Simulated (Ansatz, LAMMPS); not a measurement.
# Settings and their price: amorphous Hg33S25Se8 (66 atoms)

Density of this cell: 7.67 g/cm³. The cell holds 66 atoms: 33 Hg, 25 S and 8 Se. Cell: a = 12.034 Å, b = 12.034 Å, c = 12.034 Å, α = 90.0°, β = 90.0°, γ = 90.0°. 66 atoms (33 Hg, 25 S, 8 Se) placed at random at 7.67 g/cm³, melted at 2500 K for 10 ps at fixed volume with the Stillinger-Weber II-VI potential (Zhou et al., Phys. Rev. B 88, 085309 (2013)). Quenched from 2500 K to 500 K at 10 K/ps and fixed volume, held 5 ps, then minimised at fixed cell.

Geometry: as built.

Reference run: Kohn-Sham DFT, PBE, PAW (set soft_2), plane waves (Ansatz 0.2.0), cutoff 420 eV, Γ point, fermi-dirac smearing of 0.025 eV.

| Property | Result |
| --- | --- |
| r.m.s. force component | 0.3626 eV/Å |
| pressure | 0.5219 GPa |
| spacing of highest filled and lowest empty level | 0.1113 eV |
| SCF cycles | 11 |
| time | 19 s on 8 threads of Arm Neoverse V2, shared host |

Q: Estimate how much each variant changes the results, and its time and memory.
- support functions low
- support functions medium
- support functions medium, radius 4.3 Å
- support functions medium, radius 4.61 Å
- basis.precision = "f64", scf.eigensolver.kind = "davidson" and scf.lower_state_search = "standard"

Each row is set against the plane-wave reference (Kohn-Sham DFT, PBE, PAW (set soft_2), plane waves; r.m.s. force component 0.363 eV/Å). Energies are set beside the reference only for runs with its functional, potentials and electron count. Times are for 8 threads of Arm Neoverse V2, shared host. The reference's time includes the DOS, the stress and grids, which some other runs skip.

```csv
run,"Δ force, r.m.s. (meV/Å)",share of r.m.s. force (%),Δ energy (meV/atom),Δ pressure (GPa),cycles,time,host memory (GiB)
reference,-,-,-,-,11,19 s,2.8
support functions low,0.654,0.180,-1.46,-,15,62 s,3.6
support functions medium,0.543,0.150,-1.47,-,19,75 s,3.6
"support functions medium, radius 4.3 Å",0.596,0.164,-1.47,-,18,69 s,3.4
"support functions medium, radius 4.61 Å",0.448,0.123,-1.49,-,19,84 s,3.8
"basis.precision = "f64", scf.eigensolver.kind = "davidson" and scf.lower_state_search = "standard"",0.005,0.0014,0,0,11,41 s,3.2
```

Among numerical settings the force difference runs from 0.005 meV/Å (basis.precision = "f64", scf.eigensolver.kind = "davidson" and scf.lower_state_search = "standard") to 0.65 meV/Å (support functions low). At 66 atoms the fastest of the runs at a preset level, support functions low, takes roughly 3.2 times the time of plane waves (whose run also made extra analyses), in 15 SCF cycles against 11. Differences between support functions and plane waves include what basis error the plane-wave run still has. 

[Long decimals in the printed logs are rounded to 6 places.]

[Logs are printed without paths, hosts, clocks, repeated set-up lines and the standing remarks that a program may print on its own settings, such as how far it seeks lower states.]

[Hosts, paths, dates, database ids (printed as entryN), source tags and the programs' standing remarks are cut or masked in the printed files.]
